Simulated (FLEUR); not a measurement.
# free Fe(110) film, 6 layers: anisotropy by force theorems, part 2 of 2

One state of free Fe(110) film, 6 layers is converged without symmetry. Force theorems then give its anisotropy.

FLEUR MaX-R8.1; PBE; all-electron FLAPW film, Dirac cores, scalar-relativistic bands.

So far. Step 2 (The magnetic state): After 71 cycles the largest moment stands at 2.67 μB.

## 5. Spin–orbit coupling, moments along z

Level of this step: PBE; all-electron FLAPW film, Dirac cores, scalar-relativistic bands with spin-orbit coupling (FLEUR).

Spin–orbit coupling ties the spins to the lattice and lets orbital moments form.

A new self-consistent run of the start ferro ++++++, with the moments along z. The k list default-1 (kpts.xml, not shown) is a Γ-centred 32×32×1 mesh.

File inp.xml:

```
<?xml version="1.0" encoding="UTF-8" standalone="no"?>
<fleurInput fleurInputVersion="0.39">
   <comment>
      Fe
   </comment>
   <calculationSetup>
      <cutoffs Kmax="3.68" Gmax="11.0" GmaxXC="11.0" numbands="216"/>
      <scfLoop itmax="150" minDistance="0.00002" maxIterBroyd="15" imix="Anderson" alpha="0.03" precondParam="0.0" spinf="2.0" sdNocoIR="T"/>
      <coreElectrons ctail="T" frcor="F" kcrel="0" coretail_lmax="0"/>
      <xcFunctional name="pbe" relativisticCorrections="F"/>
      <magnetism jspins="2"/>
      <soc l_soc="T" theta="0.0" phi="0.0" spav="F"/>
      <expertModes spex="0" secvar="F"/>
      <geometryOptimization l_f="F" forcealpha="1.0" forcemix="BFGS" epsdisp="0.00001" epsforce="0.00001"/>
      <ldaU l_linMix="F" mixParam="0.05" spinf="1.0"/>
   </calculationSetup>
   <cell>
      <bzIntegration valenceElectrons="96.0" mode="hist" fermiSmearingEnergy="0.00183747">
         <kPointListSelection listName="default-1"/>
         <xi:include xmlns:xi="http://www.w3.org/2001/XInclude" href="kpts.xml"> </xi:include>
      </bzIntegration>
      <xi:include xmlns:xi="http://www.w3.org/2001/XInclude" href="sym.xml"> </xi:include>
      <filmLattice scale="1.0" dVac="24.41" dTilda="26.91">
         <bravaisMatrixFilm>
            <row-1>    2.7079775365518000    -3.8296584928783730</row-1>
            <row-2>    2.7079775365518000     3.8296584928783730</row-2>
         </bravaisMatrixFilm>
         <vacuumEnergyParameters vacuum="1" spinUp="-.25" spinDown="-.25"/>
      </filmLattice>
   </cell>
   <atomSpecies>
      <species name="Iron (Fe) 2.800" element="Fe" atomicNumber="26">
         <mtSphere radius="2.23" gridPoints="737" logIncrement="0.016"/>
         <atomicCutoffs lmax="8" lnonsphr="6"/>
         <electronConfig flipSpins="F">
            <coreConfig>(1s1/2) (2s1/2) (2p1/2) (2p3/2)</coreConfig>
            <valenceConfig>(3s1/2) (3p1/2) (3p3/2) (4s1/2) (3d3/2) (3d5/2)</valenceConfig>
            <stateOccupation state="(3d3/2)" spinUp="1.4" spinDown="1.0"/>
            <stateOccupation state="(3d5/2)" spinUp="3.0" spinDown="0.6"/>
         </electronConfig>
         <energyParameters s="4" p="4" d="3" f="4"/>
         <lo type="SCLO" l="0" n="3" eDeriv="0"/>
         <lo type="SCLO" l="1" n="3" eDeriv="0"/>
      </species>
   </atomSpecies>
   <atomGroups>
      <atomGroup species="Iron (Fe) 2.800">
         <filmPos label="                   1">-1.000/4.000 -1.000/4.000 -9.5743090379</filmPos>
         <filmPos label="                   6">1.000/4.000 1.000/4.000 9.5743090379</filmPos>
         <force calculate="T" relaxXYZ="TTT"/>
      </atomGroup>
      <atomGroup species="Iron (Fe) 2.800">
         <filmPos label="                   2">1.000/4.000 1.000/4.000 -5.7445580599</filmPos>
         <filmPos label="                   5">-1.000/4.000 -1.000/4.000 5.7445580599</filmPos>
         <force calculate="T" relaxXYZ="TTT"/>
      </atomGroup>
      <atomGroup species="Iron (Fe) 2.800">
         <filmPos label="                   3">-1.000/4.000 -1.000/4.000 -1.9148526866</filmPos>
         <filmPos label="                   4">1.000/4.000 1.000/4.000 1.9148526866</filmPos>
         <force calculate="T" relaxXYZ="TTT"/>
      </atomGroup>
   </atomGroups>
   <output dos="F" band="F" slice="F">
      <bandDOS minEnergy="-.5*Htr" maxEnergy="0.5*Htr" sigma="0.015" storeEVData="T"/>
      <plotting iplot="0" polar="F">
         <plot TwoD="T" vec1="  1.0  0.0  0.0" vec2="  0.0  1.0  0.0" vec3="  0.0  0.0  1.0" zero="  0.0  0.0 -0.5" file="plot"/>
      </plotting>
      <moessbauerParams electricFieldGradient="F" isomerShift="F" coreHyperfine="F" valenceHyperfine="F"/>
   </output>
</fleurInput>
```

File crystal.txt:

```
Fe
&input film=T cartesian=F /
1.43300000000  -2.02656800000  0.00000000000
1.43300000000  2.02656800000  0.00000000000
0.00000000000  0.00000000000  1.00000000000
1.8897261246
1.0 1.0 1.0

6
26 0.00000000000  0.00000000000  -9.57430903790 : 2.800
26 0.50000000000  0.50000000000  -5.74455805988 : 2.800
26 0.00000000000  0.00000000000  -1.91485268663 : 2.800
26 0.50000000000  0.50000000000  1.91485268663 : 2.800
26 0.00000000000  0.00000000000  5.74455805988 : 2.800
26 0.50000000000  0.50000000000  9.57430903790 : 2.800

&soc 0.0000000 0.0000000 /
&kpt div1=32 div2=32 div3=1 gamma=T /
```

Command:

```bash
OMP_NUM_THREADS=1 inpgen -f crystal.txt > inpgen.log  # inp.xml is then edited as shown
OMP_NUM_THREADS=1 mpirun -n 8 fleur_MPI > fleur.log
```

What it wrote:

```text
[banner, memory and clock lines left out]
Welcome to FLEUR        (www.flapw.de)
      MaX-Release 8.1          (www.max-centre.eu)

 ========== k-point set info ==========
 Selected k-point list: default-1
 k-point list type: mesh
 0 x 0 x 0
 Number of k points: 520

 [... set-up left out ...]
 Iteration:     1   Distance:      24.72205928 me/bohr^3
 Iteration:     2   Distance:      42.46241209 me/bohr^3
 Iteration:     3   Distance:      11.29197722 me/bohr^3
 Iteration:     4   Distance:      14.79589847 me/bohr^3
 Iteration:     5   Distance:       9.26989836 me/bohr^3
 Iteration:     6   Distance:       8.97033626 me/bohr^3
 Iteration:     7   Distance:       8.84831686 me/bohr^3
 Iteration:     8   Distance:       5.06106821 me/bohr^3
[... lines left out ...]
 Iteration:    25   Distance:       0.14586317 me/bohr^3
 Iteration:    26   Distance:       0.09763624 me/bohr^3
 Iteration:    27   Distance:       0.06537511 me/bohr^3
 Iteration:    28   Distance:       0.02078370 me/bohr^3
 Iteration:    29   Distance:       0.01940239 me/bohr^3
 Iteration:    30   Distance:       0.02597668 me/bohr^3

--- out.xml (last complete iteration) ---
<iteration numberForCurrentRun="   30" overallNumber="   30">
         [... left out ...]
         <bandgap value="0.0000000000" units="eV"/>
         <sumValenceSingleParticleEnergies value="-128.2506179067" units="Htr"/>
         <FermiEnergy value="-0.1730134102" units="Htr"/>
         [... left out ...]
         <magneticMomentsInMTSpheres units="muBohr">
            <globalMagMoment atomType="1" vec="0.00000   0.00000   2.65619"/>
            <globalMagMoment atomType="2" vec="0.00000   0.00000   2.39582"/>
            <globalMagMoment atomType="3" vec="0.00000   0.00000   2.28971"/>
         </magneticMomentsInMTSpheres>
         <orbitalMomentsInMTSpheres units="muBohr">
            <globalMagMoment atomType="1" vec="0.00000   0.00000   0.05417"/>
            <globalMagMoment atomType="2" vec="0.00000   0.00000   0.04510"/>
            <globalMagMoment atomType="3" vec="0.00000   0.00000   0.04421"/>
         </orbitalMomentsInMTSpheres>
         [... left out ...]
         <totalEnergy value="    -7636.7526905107" units="Htr">
            <sumOfEigenvalues value="    -4493.6255162578">
               <coreElectrons value="-4365.3748983511"/>
               <valenceElectrons value="-128.2506179067"/>
            </sumOfEigenvalues>
         [... left out ...]
            <freeEnergy value="-7636.7548605762"/>
            <extrapolationTo0K value="-7636.7537755435"/>
         </totalEnergy>
         <densityConvergence units="me/bohr^3">
            <chargeDensity spin="1" distance="0.0205282271"/>
            <chargeDensity spin="2" distance="0.0135443101"/>
            <overallChargeDensity distance="0.0259766806"/>
            <spinDensity distance="0.0231284446"/>
         </densityConvergence>
      </iteration>
```

It took 52 min on 8 MPI ranks of Arm Neoverse V1, shared host; peak memory 4.7 GiB.

The run was cut off at its time limit.

After 30 cycles the density distance stands at 0.026 me/bohr³, above the threshold of 2e-05.

## 6. What came out

```json
{
  "reference state": "ferromagnetic",
  "largest sphere moment": "2.67 μB",
  "easy direction of those tried": "z",
  "energy along x less z, force theorem": "0.481 meV a primitive cell"
}
```

What this shows: By the force theorem the moments prefer z; shape anisotropy is not in it, and in a film it favours the plane. The difference for the second direction goes from 0.41 meV (mesh 21×21×1, 192 states, 17 min of CPU time) to 0.48 meV (mesh 32×32×1, 192 states, 37 min), so it is not converged. The self-consistent run with spin–orbit coupling gave no result. The state was typed, and no other order was converged beside it, so it need not be the ground state.

[Logs and program files are shortened in this print: banners, set-up blocks, solver, clock and traceback lines can be left out without a mark of their own.]

[Logs are printed without paths, hosts, clocks, repeated set-up lines and the standing remarks that a program may print on its own settings, such as how far it seeks lower states.]

[Hosts, paths, dates, database ids (printed as entryN), source tags and the programs' standing remarks are cut or masked in the printed files.]

[Where a cell is said to come from a database of computed structures, the database is the Materials Project.]
